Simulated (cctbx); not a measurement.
# Which space group?

Cell: a = 3.4770 Å, b = 3.4770 Å, c = 13.8690 Å, α = 90.00°, β = 90.00°, γ = 90.00°. Expected content of the cell: Pb4 Ag2.

Simulated single-crystal data (cctbx): Mo Kα, λ = 0.71073 Å, to d = 0.8 Å, 80 % of the full sphere, strongest reflection 40000 counts, noise from counting, a 1.5 % proportional error and a noise floor of 15 counts (s.d.); no absorption.

A first pass over the reflections prints:

```text
1096 reflections to d = 0.806 A
centring   violations  <I/sigma> of those
    A        274 of   555     16.1
    B        259 of   540     15.6
    C        267 of   559     15.6
    I          0 of   554     -0.0
    R        362 of   740     16.5
    F        400 of   827     15.8
Laue class    unique    Rint  (classes that these axes allow; Friedel mates merged)
I 1 2/m 1         196   0.013
I 1 1 2/m         179   0.013
I 2/m 1 1         198   0.013
I m m m           120   0.014
I 4/m              94   0.015
I 4/m m m          73   0.015
space group    extra absences  I>4sigma  <I/sigma>
I 4 2 2                 0          0         -  acentric
I 4 m m                 0          0         -  acentric
I -4 m 2                0          0         -  acentric
I -4 2 m                0          0         -  acentric
I 4/m m m               0          0         -  centric
Wilson B = 1.23 A^2   <|E^2-1|> = 0.846 (0.968 centric, 0.736 acentric)   E^2>4: 0.0 %
shell (A)         n   <I/sigma>
 6.93 - 1.46     17     84.9
 1.46 - 1.16     11     75.2
 1.16 - 1.02     13     80.0
 1.02 - 0.92     10    102.7
 0.92 - 0.86     11     50.3
 0.86 - 0.81     11     82.9
```

**Question.** What are the lattice type, the Laue class and the likely space group?

The reflections that I centring forbids are absent (⟨I/σ⟩ near 0), so the lattice is I.

Rint stays low (0.013 to 0.015) up to I 4/m m m, the highest class in these axes.

5 settings pass the absence test. No glide or screw absences show, which leaves I 4 2 2, I 4 m m, I -4 m 2, I -4 2 m and I 4/m m m.

⟨|E²−1|⟩ = 0.846 lies between the two ideal values. The Wilson B of 1.23 Å² means U ≈ 0.0156 Å².

The true group is I4/mmm (no. 139), Laue class 4/mmm, centrosymmetric. The tables only narrow the choice to the tied entries; cell content, site symmetry and trial solutions must settle it.

This is a model crystal, built by substitution and not relaxed, with assumed displacement parameters.

[Logs are printed without paths, hosts, clocks, repeated set-up lines and the standing remarks that a program may print on its own settings, such as how far it seeks lower states.]
